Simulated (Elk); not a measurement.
**How biaxial strain moves the moments of CrRh3**

Aim: follow moments and order energies of CrRh3 with biaxial strain.

Main program and level: Elk 11.2.3 (patched build); LDA (Perdew-Wang); all-electron APW+lo, Dirac cores, scalar-relativistic bands.

Most raw output is cut from this account.

### 1. Starting point

The structure is cubic, space group Pm-3m (No. 221). The conventional cell has a = 3.791 Å, b = 3.791 Å, c = 3.791 Å, α = 90.00°, β = 90.00°, γ = 90.00°. Cr has 12 Rh at 2.68 Å nearest. Nearest to Rh lie 4 Cr at 2.68 Å and 8 Rh at 2.68 Å. Farther neighbours are not listed.

The cell comes from a database of computed structures and need not be the stable phase.

### 2. Factor 0.96, start ferro +

The series opens at one end, with each start in turn.

Lengths normal to c scale by the factor; c is kept. Atoms keep their fractional places. The sphere radii are fixed at values that fit the tightest cell, so that all points share one basis rule.

The last three numbers of an atom's line are a seed field in its sphere. It points against the wanted moment and shrinks by the factor reducebf each loop.

The input, elk.in:

```
! muffin-tin radii typed in the species files (bohr): Cr 2.2119, Rh 2.3962
tasks
  0

xctype
  3

rgkmax
  7.0

nempty
  12

swidth
  0.002

reducebf
  0.5

epsengy
  1e-05

maxscl
  100

lmaxi
  3

spinpol
  .true.

sppath
  './'

avec
  6.87658286448 0.00000000000 0.00000000000
  0.00000000000 6.87658286448 0.00000000000
  0.00000000000 0.00000000000 7.16310715050

atoms
  2
  'Cr.in'
  1
  0.0000000000 0.0000000000 0.0000000000   0.000000 0.000000 -0.187500
  'Rh.in'
  3
  0.0000000000 0.5000000000 0.5000000000   0.000000 0.000000 0.000000
  0.5000000000 0.5000000000 0.0000000000   0.000000 0.000000 0.000000
  0.5000000000 0.0000000000 0.5000000000   0.000000 0.000000 0.000000

ngridk
  6 6 6
```

The run is started by

```bash
$ OMP_NUM_THREADS=4 elk
```

Elapsed: 3.9 min, on 4 threads of Arm Neoverse N1, shared host; peak memory 0.36 GiB.

Spin moment in the muffin-tin sphere by atom:

| atom | spin moment in the muffin-tin sphere (μB) |
| --- | --- |
| Cr1 | 1.21 |
| Rh2 | -0.11 |
| Rh3 | -0.09 |
| Rh4 | -0.11 |

Numbers from this step:

```
density of states at the Fermi level : 4.288 states/eV/cell
moment between the spheres           : 0.06068 μB
magnetization                        : 0.9655 μB
final state                          : ferromagnetic
```

After 25 cycles the largest moment stands at 1.21 μB.

### 3. Factor 0.96, start no spin polarisation

elk.in: that of step 2 with these lines changed.

```diff
@@ -16,5 +16,2 @@
 
-reducebf
-  0.5
-
 epsengy
@@ -27,5 +24,2 @@
   3
-
-spinpol
-  .true.
 
@@ -43,3 +37,3 @@
   1
-  0.0000000000 0.0000000000 0.0000000000   0.000000 0.000000 -0.187500
+  0.0000000000 0.0000000000 0.0000000000   0.000000 0.000000 0.000000
   'Rh.in'
```

The run is started by

```bash
$ OMP_NUM_THREADS=4 elk
```

The job ended after 27 s (4 threads; peak memory 0.12 GiB).

Read from the output:

| Property | Result |
| --- | --- |
| density of states at the Fermi level | 4.789 states/eV/cell |
| final state | non-magnetic (no spin polarisation) |

It lies 58.3 meV a seeded atom over the parallel start.

### 4. Factor 1.04, start ferro +

The other end of the series.

elk.in: that of step 3 with these lines changed.

```diff
@@ -16,2 +16,5 @@
 
+reducebf
+  0.5
+
 epsengy
@@ -25,2 +28,5 @@
 
+spinpol
+  .true.
+
 sppath
@@ -29,4 +35,4 @@
 avec
-  6.87658286448 0.00000000000 0.00000000000
-  0.00000000000 6.87658286448 0.00000000000
+  7.44963143651 0.00000000000 0.00000000000
+  0.00000000000 7.44963143651 0.00000000000
   0.00000000000 0.00000000000 7.16310715050
@@ -37,3 +43,3 @@
   1
-  0.0000000000 0.0000000000 0.0000000000   0.000000 0.000000 0.000000
+  0.0000000000 0.0000000000 0.0000000000   0.000000 0.000000 -0.187500
   'Rh.in'
```

The run is started by

```bash
$ OMP_NUM_THREADS=4 elk
```

Run time: 3.8 min. Hardware: 4 threads; peak memory 0.35 GiB; 15 min of CPU time.

This step gave:

- density of states at the Fermi level: 5.849 states/eV/cell
- moment between the spheres: 0.1073 μB
- magnetization: 1.262 μB
- final state: ferromagnetic
- largest moment: 1.814 μB

After 24 cycles the largest moment stands at 1.81 μB.

### 5. All points

The largest sphere moment, ferro + by biaxial:

| biaxial (factor) | largest sphere moment, ferro + (μB) |
| --- | --- |
| 0.9600 | 1.21 |
| 0.9800 | 1.37 |
| 1.0000 | 1.54 |
| 1.0200 | 1.67 |
| 1.0400 | 1.81 |

Energy less that of the parallel start, no spin polarisation against biaxial:

| biaxial (factor) | energy less that of the parallel start, no spin polarisation (meV a seeded atom) |
| --- | --- |
| 0.9600 | 58.3 |
| 0.9800 | 78.7 |
| 1.0000 | 104 |
| 1.0200 | 133 |
| 1.0400 | 169 |

### 6. Outcome

- moment, parallel start: 1.21 to 1.81 μB
- states met from spin-polarised starts: ferromagnetic

**Reading.** The moment of the parallel start goes from 1.21 μB at 0.96 to 1.81 μB at 1.04. The spinless run goes from 58.3 to 169 meV a seeded atom against the parallel start.

[Logs and program files are shortened in this print: banners, set-up blocks, solver, clock and traceback lines can be left out without a mark of their own.]

[Logs are printed without paths, hosts, clocks, repeated set-up lines and the standing remarks that a program may print on its own settings, such as how far it seeks lower states.]

[Hosts, paths, dates, database ids (printed as entryN), source tags and the programs' standing remarks are cut or masked in the printed files.]

[Where a cell is said to come from a database of computed structures, the database is the Materials Project.]
